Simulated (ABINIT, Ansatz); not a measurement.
# Quasiparticle gap of InP (F-43m) in ABINIT, part 2 of 3

Aim: the G0W0 gap of InP (F-43m) on PBE, step by step.

ABINIT 10.8.3; PBE and many-body steps on it, plane waves. Known limits of the many-body steps: not at the basis limit; mesh may overstate the screening; no spin-orbit coupling; coarse k mesh.

So far. Step 2 (Ground state): The gap is direct, at Γ.

## (3) Bands along the symmetry lines

Level of this step: DFT, PBE, plane waves, norm-conserving pseudopotentials (ABINIT).

The cheap functional maps the bands first; the places of the edges decide which points the dearer methods must see.

run.abi

```
acell 3*1.0 Angstrom
rprim 
  -0.000000000000 2.934350000000 2.934350000000
  2.934350000000 -0.000000000000 2.934350000000
  2.934350000000 2.934350000000 -0.000000000000
ntypat 2
znucl 49 15
natom 2
typat 1 2
xred 
  0.000000000000 0.000000000000 0.000000000000
  0.250000000000 0.250000000000 0.250000000000
pp_dirpath "pseudos"
pseudos "In.upf, P.upf"
ecut 33
iscf -2
irdden 1
kptopt 0
nkpt 50
kpt 
  0.00000000 0.00000000 0.00000000
  -0.06250000 -0.06250000 0.00000000
  -0.12500000 -0.12500000 0.00000000
  -0.18750000 -0.18750000 0.00000000
  -0.25000000 -0.25000000 0.00000000
  -0.31250000 -0.31250000 0.00000000
  -0.37500000 -0.37500000 0.00000000
  -0.43750000 -0.43750000 0.00000000
  -0.50000000 -0.50000000 0.00000000
  -0.48437500 -0.48437500 0.03125000
  -0.46875000 -0.46875000 0.06250000
  -0.45312500 -0.45312500 0.09375000
  -0.43750000 -0.43750000 0.12500000
  -0.42187500 -0.42187500 0.15625000
  -0.40625000 -0.40625000 0.18750000
  -0.39062500 -0.39062500 0.21875000
  -0.37500000 -0.37500000 0.25000000
  -0.37500000 0.00000000 0.37500000
  -0.32812500 0.00000000 0.32812500
  -0.28125000 0.00000000 0.28125000
  -0.23437500 0.00000000 0.23437500
  -0.18750000 0.00000000 0.18750000
  -0.14062500 0.00000000 0.14062500
  -0.09375000 0.00000000 0.09375000
  -0.04687500 0.00000000 0.04687500
  0.00000000 0.00000000 0.00000000
  0.00000000 0.00000000 0.06250000
  0.00000000 0.00000000 0.12500000
  0.00000000 0.00000000 0.18750000
  0.00000000 0.00000000 0.25000000
  0.00000000 0.00000000 0.31250000
  0.00000000 0.00000000 0.37500000
  0.00000000 0.00000000 0.43750000
  -0.00000000 -0.00000000 0.50000000
  -0.06250000 -0.03125000 0.46875000
  -0.12500000 -0.06250000 0.43750000
  -0.18750000 -0.09375000 0.40625000
  -0.25000000 -0.12500000 0.37500000
  -0.31250000 -0.15625000 0.34375000
  -0.37500000 -0.18750000 0.31250000
  -0.43750000 -0.21875000 0.28125000
  -0.50000000 -0.25000000 0.25000000
  -0.50000000 -0.28125000 0.21875000
  -0.50000000 -0.31250000 0.18750000
  -0.50000000 -0.34375000 0.15625000
  -0.50000000 -0.37500000 0.12500000
  -0.50000000 -0.40625000 0.09375000
  -0.50000000 -0.43750000 0.06250000
  -0.50000000 -0.46875000 0.03125000
  -0.50000000 -0.50000000 0.00000000
istwfk *1
nband 20
nbdbuf 2
tolwfr 1e-08
nstep 40
prtwf 0
prtvol 0
indata_prefix "in"
outdata_prefix "out"
tmpdata_prefix "tmp"
```

The run is started by

```bash
OMP_NUM_THREADS=1 mpirun -n 8 abinit run.abi > log
```

Numbers of over 12 decimals in the logs are rounded to 6 here.

The program printed:

```text
.Version 10.8.3 of ABINIT. v10.8.2 released Aug 2026.

 Symmetries : space group F-4 3 m (#216); Bravais cF (face-center cubic)
[... echo of the input left out ...]
== DATASET  1 ==================================================================
-   mpi_nproc: 8, omp_nthreads: 1 (-1 if OMP is not activated)

--- !DatasetInfo
iteration_state: {dtset: 1, }
dimensions: {natom: 2, nkpt: 50, mband: 20, nsppol: 1, nspinor: 1, nspden: 1, mpw: 3119, }
cutoff_energies: {ecut:  33.0, pawecutdg:  -1.0, }
electrons: {nelect:   2.60000000E+01, charge:   0.00000000E+00, occopt:   1.00000000E+00, tsmear:   1.00000000E-02, }

 Real(R)+Recip(G) space primitive vectors, cartesian coordinates (Bohr,Bohr^-1):
 R(1)=  0.0000000  5.5451179  5.5451179  G(1)= -0.0901694  0.0901694  0.0901694
 R(2)=  5.5451179  0.0000000  5.5451179  G(2)=  0.0901694 -0.0901694  0.0901694
 R(3)=  5.5451179  5.5451179  0.0000000  G(3)=  0.0901694  0.0901694 -0.0901694
 Unit cell volume ucvol=  3.4100625E+02 bohr^3
 Angles (23,13,12)=  6.00000000E+01  6.00000000E+01  6.00000000E+01 degrees

 getcut: wavevector=  0.0000  0.0000  0.0000  ngfft=  45  45  45
         ecut(hartree)=     33.000   => boxcut(ratio)=   2.16973

--- Pseudopotential description ------------------------------------------------
- In Generated using ONCVPSP code by D. R. Hamann
- 49.00000  21.00000  171031                  znucl, zion, pspdat
12 -101130 2 -1 1964                          pspcod,pspxc,lmax,lloc,mmax
     nproj     2     2     2
  pspatm : epsatm=   33.77322108
         --- l  ekb(1:nproj) -->
             0    8.444792   -0.551410
             1    2.489821   -1.164509
             2   -3.311344   -0.947824
 pspatm: atomic psp has been read  and splines computed

- P Generated using ONCVPSP code by D. R. Hamann
- 15.00000   5.00000  171031                  znucl, zion, pspdat
12 -101130 2 -1 1298                          pspcod,pspxc,lmax,lloc,mmax
     nproj     2     2     2
  pspatm : epsatm=    8.05910421
         --- l  ekb(1:nproj) -->
[...]
pspatm: atomic psp has been read  and splines computed

--------------------------------------------------------------------------------

================================================================================
 prteigrs : about to open file out_EIG
 Non-SCF case, kpt    1 (  0.00000  0.00000  0.00000), residuals and eigenvalues=
  3.13E-09  2.75E-09  4.34E-09  5.45E-09  1.60E-09  2.66E-09  5.55E-09  1.31E-09
  3.76E-09  9.16E-10  2.53E-09  6.27E-09  8.00E-09  5.52E-09  1.97E-09  5.37E-09
  8.57E-09  4.06E-09  6.71E-09  2.65E-07
 -4.0473E+00 -2.5212E+00 -2.5212E+00 -2.5212E+00 -3.4094E-01 -3.4094E-01
 -3.4094E-01 -3.3551E-01 -3.3551E-01 -2.4140E-01  1.8090E-01  1.8090E-01
  1.8090E-01  2.0616E-01  3.3111E-01  3.3111E-01  3.3111E-01  4.9603E-01
  5.2661E-01  5.2661E-01
 Non-SCF case, kpt    2 ( -0.06250 -0.06250  0.00000), residuals and eigenvalues=
[...]
5.0909E-01  5.2797E-01
 Non-SCF case, kpt    3 ( -0.12500 -0.12500  0.00000), residuals and eigenvalues=
[...]
4.40E-09  6.47E-09  1.55E-08  1.47E-08
[...]
5.3197E-01  5.3968E-01
[...]
Non-SCF case, kpt   49 ( -0.50000 -0.46875  0.03125), residuals and eigenvalues=
[...]
5.7960E-01  6.1392E-01
 Non-SCF case, kpt   50 ( -0.50000 -0.50000  0.00000), residuals and eigenvalues=
[...]
-3.3712E-01 -3.3712E-01 -3.3416E-01 -1.5473E-01 -2.9791E-02  9.6122E-02
  9.6122E-02  2.4583E-01  2.6424E-01  5.1911E-01  5.3215E-01  5.3215E-01
  5.7692E-01  6.1404E-01

--- !ResultsGS
iteration_state: {dtset: 1, }
comment   : Summary of ground state results
lattice_vectors:
- [ -0.0000000,   5.5451179,   5.5451179, ]
- [  5.5451179,  -0.0000000,   5.5451179, ]
- [  5.5451179,   5.5451179,  -0.0000000, ]
lattice_lengths: [   7.84198,    7.84198,    7.84198, ]
lattice_angles: [ 60.000,  60.000,  60.000, ] # degrees, (23, 13, 12)
lattice_volume:   3.4100625E+02
convergence: {deltae:  0.000E+00, res2:  0.000E+00, residm:  9.998E-09, diffor:  0.000E+00, }
etotal    :  -2.06381893E+02
entropy   :   0.00000000E+00
fermie    :   1.80897190E-01
cartesian_stress_tensor: null
pressure_GPa: null
xred      :
- [  0.0000E+00,   0.0000E+00,   0.0000E+00, In]
- [  2.5000E-01,   2.5000E-01,   2.5000E-01,  P]
cartesian_forces: null
force_length_stats: {min: null, max: null, mean: null, }

 Integrated electronic density in atomic spheres:
 ------------------------------------------------
 Atom  Sphere_radius  Integrated_density
[...]
================================================================================

 ----iterations are completed or convergence reached----

 Mean square residual over all n,k,spin=   46.820E-10; max=  99.980E-10
 reduced coordinates (array xred) for    2 atoms
       0.000000000000      0.000000000000      0.000000000000
       0.250000000000      0.250000000000      0.250000000000

 cartesian coordinates (angstrom) at end:
[...]
length scales=  1.889726125908  1.889726125908  1.889726125908 bohr
              =  1.000000000000  1.000000000000  1.000000000000 angstroms
 prteigrs : about to open file out_EIG
 Eigenvalues (hartree) for nkpt=  50  k points:
 kpt#   1, nband= 20, wtk=  1.00000, kpt=  0.0000  0.0000  0.0000 (reduced coord)
[...]
kpt#   2, nband= 20, wtk=  1.00000, kpt= -0.0625 -0.0625  0.0000 (reduced coord)
[...]
kpt#   3, nband= 20, wtk=  1.00000, kpt= -0.1250 -0.1250  0.0000 (reduced coord)
[...]
kpt#  49, nband= 20, wtk=  1.00000, kpt= -0.5000 -0.4687  0.0313 (reduced coord)
[...]
0.52476    0.53621    0.57960    0.61392
 kpt#  50, nband= 20, wtk=  1.00000, kpt= -0.5000 -0.5000  0.0000 (reduced coord)
  -4.04727   -2.52125   -2.52125   -2.52125   -0.34750   -0.33725   -0.33712   -0.33712
  -0.33416   -0.15473   -0.02979    0.09612    0.09612    0.24583    0.26424    0.51911
   0.53215    0.53215    0.57692    0.61404

== END DATASET(S) ==============================================================
================================================================================

 -outvars: echo values of variables after computation  --------
            nband          20
             nkpt          50
          spgroup         216
 [... the other variables as echoed above ...]

 Calculation completed.
```

Wall time 14 s (8 MPI ranks of Intel Xeon Platinum 8259CL at 2.50GHz (Skylake/Cascade Lake), shared host); peak memory 0.59 GiB; 1.8 min of CPU time.

This step gave:

```
gap                        : 0.6874 eV
k of the valence top       : 0, 0, 0
k of the conduction bottom : 0, 0, 0
least direct gap           : 0.6874 eV
```

The gap is 0.687 eV, as in the run before at this level.

The electronic bands at the labelled points (eV, zero at the top of the highest filled band):

```
    point  band 10  band 11  band 12  band 13  band 14  band 15  band 16  band 17
        Γ   -11.49     0.00     0.00     0.00     0.69     4.09     4.09     4.09
  halfway   -10.60    -3.33    -1.40    -1.40     2.49     3.12     6.37     6.37
        X    -9.13    -5.73    -2.31    -2.31     1.77     2.27     9.20     9.56
  halfway    -9.12    -5.69    -2.73    -2.21     2.04     2.87     8.38     8.69
        U    -9.15    -5.59    -3.29    -1.93     2.36     4.39     7.50     7.53
jump to K    -9.15    -5.59    -3.29    -1.93     2.36     4.39     7.50     7.53
  halfway   -10.51    -3.79    -2.00    -0.57     2.82     4.69     4.99     5.21
        Γ   -11.49     0.00     0.00     0.00     0.69     4.09     4.09     4.09
  halfway   -10.82    -3.43    -0.55    -0.55     1.78     4.79     4.79     5.32
        L    -9.78    -5.71    -0.97    -0.97     1.49     4.80     4.80     7.11
  halfway    -9.47    -5.53    -2.68    -1.62     3.16     4.19     5.87     7.21
        W    -9.06    -5.58    -2.94    -2.89     4.29     4.37     5.56     6.21
  halfway    -9.10    -5.66    -2.64    -2.63     2.69     3.10     7.65     7.73
        X    -9.13    -5.73    -2.31    -2.31     1.77     2.27     9.20     9.56
```

The electronic bands as a text plot (rows in eV, shown from -8.0 to 6.7 only):

```
    6.4 |     ++            ++                 +         ++++
    5.8 |    +              ++               ++      +++++++
    5.2 |                  ++++++++++       +++   +++
    4.5 | +++             +     ++++++   ++++  +++++++  +++
    3.9 |++              +         ++++++             ++++ ++
    3.3 |  ++ ++        +                             ++    ++
    2.7 |    ++++++    +   ++++++++                  +       +++
    2.1 |  ++   +++++++++++        ++      +        +         +++
    1.5 | +          +               +   ++ ++++++++
    0.9 |+                            +++
    0.3 |*                           ***
   -0.4 | ***                   ******  *****
   -1.0 |    *              ****     *       ********
   -1.6 |  ** ****         *     ****    **         ***
   -2.2 |    *    *********     *                    * **      **
   -2.8 |              **     ** **        *          ** ******
   -3.4 |     **         *****              *           **
   -4.0 |       **              *            **
   -4.6 |         *           **
   -5.2 |          **      ***                 **     ***
   -5.9 |            ******                      *****   ********
   -6.5 |
   -7.1 |
   -7.7 |
         Γ           X  U|K            Γ         L        W     X
```

## (4) Empty states on the mesh, 4×4×4 mesh, 345 bands

The sums over transitions need many empty states on a uniform mesh; this step solves for them.

run.abi

```
acell 3*1.0 Angstrom
rprim 
  -0.000000000000 2.934350000000 2.934350000000
  2.934350000000 -0.000000000000 2.934350000000
  2.934350000000 2.934350000000 -0.000000000000
ntypat 2
znucl 49 15
natom 2
typat 1 2
xred 
  0.000000000000 0.000000000000 0.000000000000
  0.250000000000 0.250000000000 0.250000000000
pp_dirpath "pseudos"
pseudos "In.upf, P.upf"
ecut 33
ngkpt 4 4 4
nshiftk 1
shiftk 0 0 0
kptopt 1
chksymbreak 0
irdden 1
istwfk *1
nband 345
prtvol 0
optdriver 6
gwr_task "HDIAGO"
paral_kgb 0
occopt 1
indata_prefix "in"
outdata_prefix "out"
tmpdata_prefix "tmp"
```

The program printed:

```text
[banner, memory and clock lines left out]
.Version 10.8.3 of ABINIT. v10.8.2 released Aug 2026.

 Symmetries : space group F-4 3 m (#216); Bravais cF (face-center cubic)
[... echo of the input left out ...]
== DATASET  1 ==================================================================
-   mpi_nproc: 8, omp_nthreads: 1 (-1 if OMP is not activated)

--- !DatasetInfo
iteration_state: {dtset: 1, }
dimensions: {natom: 2, nkpt: 8, mband: 345, nsppol: 1, nspinor: 1, nspden: 1, mpw: 3119, }
cutoff_energies: {ecut:  33.0, pawecutdg:  -1.0, }
electrons: {nelect:   2.60000000E+01, charge:   0.00000000E+00, occopt:   1.00000000E+00, tsmear:   1.00000000E-02, }

.Using double precision arithmetic; gwpc =  8

- Reading GS density from: in_DEN

--- Pseudopotential description ------------------------------------------------
- In Generated using ONCVPSP code by D. R. Hamann
- 49.00000  21.00000  171031                  znucl, zion, pspdat
12 -101130 2 -1 1964                          pspcod,pspxc,lmax,lloc,mmax
     nproj     2     2     2
  pspatm : epsatm=   33.77322108
         --- l  ekb(1:nproj) -->
             0    8.444792   -0.551410
             1    2.489821   -1.164509
             2   -3.311344   -0.947824
 pspatm: atomic psp has been read  and splines computed

- P Generated using ONCVPSP code by D. R. Hamann
- 15.00000   5.00000  171031                  znucl, zion, pspdat
12 -101130 2 -1 1298                          pspcod,pspxc,lmax,lloc,mmax
     nproj     2     2     2
  pspatm : epsatm=    8.05910421
         --- l  ekb(1:nproj) -->
             0    6.598722    1.052341
             1    3.369366    0.884600
             2   -3.154982   -0.827415
 pspatm: atomic psp has been read  and splines computed

   1.08764046E+03                                ecore*ucvol(ha*bohr**3)

 Total charge density [el/Bohr^3]
)     Maximum=    2.8179E+00  at reduced coord.    0.0222    0.0667    0.9111
)     Minimum=    1.9877E-03  at reduced coord.    0.5111    0.4889    0.4889
   Integrated=    2.6000E+01

 === KS gaps after direct diagonalization ===
 Direct band gap semiconductor
 Fundamental gap:     0.688 (eV)
   VBM:     4.922 (eV) at k: [ 0.0000E+00,  0.0000E+00,  0.0000E+00]
   CBM:     5.610 (eV) at k: [ 0.0000E+00,  0.0000E+00,  0.0000E+00]
 Direct gap:         0.688 (eV) at k: [ 0.0000E+00,  0.0000E+00,  0.0000E+00]

== END DATASET(S) ==============================================================

 -outvars: echo values of variables after computation  --------
           etotal      0.0000000000E+00
            nband         345
             nkpt           8
          spgroup         216
 [... the other variables as echoed above ...]

 Calculation completed.
```

Run time: 30 s. Hardware: 8 MPI ranks; peak memory 4.7 GiB.

Numbers from this step:

| Quantity | Value |
| --- | --- |
| gap | 0.6876 eV |
| k of the valence top | 0, 0, 0 |
| k of the conduction bottom | 0, 0, 0 |
| least direct gap | 0.6876 eV |
| k points computed | 8 |
| lowest point of the top converged band, above the valence top | 189.0861 eV |

On this mesh the gap is 0.688 eV.

## (5) Screening, 4×4×4 mesh, 337 bands, screening to 272.1 eV

The RPA dielectric matrix is built and inverted for each q.

This step: RPA screening on PBE, plane waves, norm-conserving pseudopotentials.

Edit run.abi of step 4 so:

```diff
@@ -20,10 +20,11 @@
 chksymbreak 0
-irdden 1
 istwfk *1
-nband 345
-prtvol 0
-optdriver 6
-gwr_task "HDIAGO"
-paral_kgb 0
 occopt 1
+irdwfk 1
+optdriver 3
+nband 337
+ecuteps 10
+inclvkb 2
+awtr 1
+symchi 1
 indata_prefix "in"
```

The program printed:

```text
.Version 10.8.3 of ABINIT. v10.8.2 released Aug 2026.

 Symmetries : space group F-4 3 m (#216); Bravais cF (face-center cubic)
[... echo of the input left out ...]
== DATASET  1 ==================================================================
-   mpi_nproc: 8, omp_nthreads: 1 (-1 if OMP is not activated)

--- !DatasetInfo
iteration_state: {dtset: 1, }
dimensions: {natom: 2, nkpt: 8, mband: 337, nsppol: 1, nspinor: 1, nspden: 1, mpw: 3119, }
cutoff_energies: {ecut:  33.0, pawecutdg:  -1.0, }
electrons: {nelect:   2.60000000E+01, charge:   0.00000000E+00, occopt:   1.00000000E+00, tsmear:   1.00000000E-02, }

 SCREENING: Calculation of the susceptibility and dielectric matrices

 Based on a program developped by R.W. Godby, V. Olevano, G. Onida, and L. Reining.
 Incorporated in ABINIT by V. Olevano, G.-M. Rignanese, and M. Torrent.
.Using double precision arithmetic ; gwpc =  8

[... cell and pseudopotentials left out ...]
--------------------------------------------------------------------------------

 ==== K-mesh for the wavefunctions ====
 Number of points in the irreducible wedge :     8
[... list of points left out ...]
 Together with 24 symmetry operations and time-reversal symmetry
 yields    64 points in the full Brillouin Zone.

 ==== Q-mesh for the screening function ====
 Number of points in the irreducible wedge :     8
[... list of points left out ...]
 Together with 24 symmetry operations and time-reversal symmetry
 yields    64 points in the full Brillouin Zone.

 setmesh: FFT mesh size selected  =    32x   32x   32
          total number of points  =        32768

 vcoul_init : cutoff-mode = AUXILIARY_FUNCTION
 q-points for optical limit:   1
     1)      0.000010    0.000020    0.000030

- screening: taking advantage of time-reversal symmetry
- Maximum band index for partially occupied states nbvw = 13
- Remaining bands to be divided among processors   nbcw = 324
- Number of bands treated by each node ~40

 Number of electrons calculated from density =   26.0000; Expected =   26.0000
 average of density, n =  0.076245
 r_s =    1.4630
 omega_plasma =   26.6355 [eV]

 calculating chi0 at frequencies [eV] :
  1    0.000000E+00    0.000000E+00
  2    0.000000E+00    2.663552E+01

--------------------------------------------------------------------------------
  q-point number  1        q = ( 0.000000, 0.000000, 0.000000) [r.l.u.]
--------------------------------------------------------------------------------
[... chi0 elements left out ...]
 For q-point:  0.000010 0.000020 0.000030
  dielectric constant =  47.1885
  dielectric constant without local fields =  49.8134

  Average fulfillment of the sum rule on Im[epsilon] for q-point    1 :     90.87  [%]
[... wings left out ...]
  q-point number  2        q = ( 0.250000, 0.000000, 0.000000) [r.l.u.]
--------------------------------------------------------------------------------
[... chi0 elements left out ...]
  Average fulfillment of the sum rule on Im[epsilon] for q-point    2 :     96.88  [%]

 [... 6 further q-points ...]
```

The job ended after 2.9 min (8 MPI ranks; peak memory 2.8 GiB; 23 min of CPU time).

This step gave:

- ε∞ with local fields, on this mesh, along the program's q direction: 47.19
- the same without local fields: 49.81
- plasma frequency: 26.64 eV
- plane waves in the screening matrix: 531

Local fields lower ε∞ by 5 %. On a Γ-centred mesh this coarse the value itself is usually too large, while a short band sum pulls it down.

(Continued in part 3 of 3.)

[Paths, hosts, dates, memory and timing lines, banners, echoed tables and standing remarks are left out of the program output.]

[Logs are printed without paths, hosts, clocks, repeated set-up lines and the standing remarks that a program may print on its own settings, such as how far it seeks lower states.]

[Runs of the session that timed out or met a known fault of the program may be left out.]

[Hosts, paths, dates, database ids (printed as entryN), source tags and the programs' standing remarks are cut or masked in the printed files.]

[G0W0 gaps are taken among the corrected bands and points alone; a level outside them can change the order at an edge.]

[Where Ansatz stands beside ABINIT at settings called matched, ABINIT's density can come from a denser mesh and the files from another edition; pairs whose starting gaps differed by over 0.03 eV were left out, so agreement reads better than it is.]
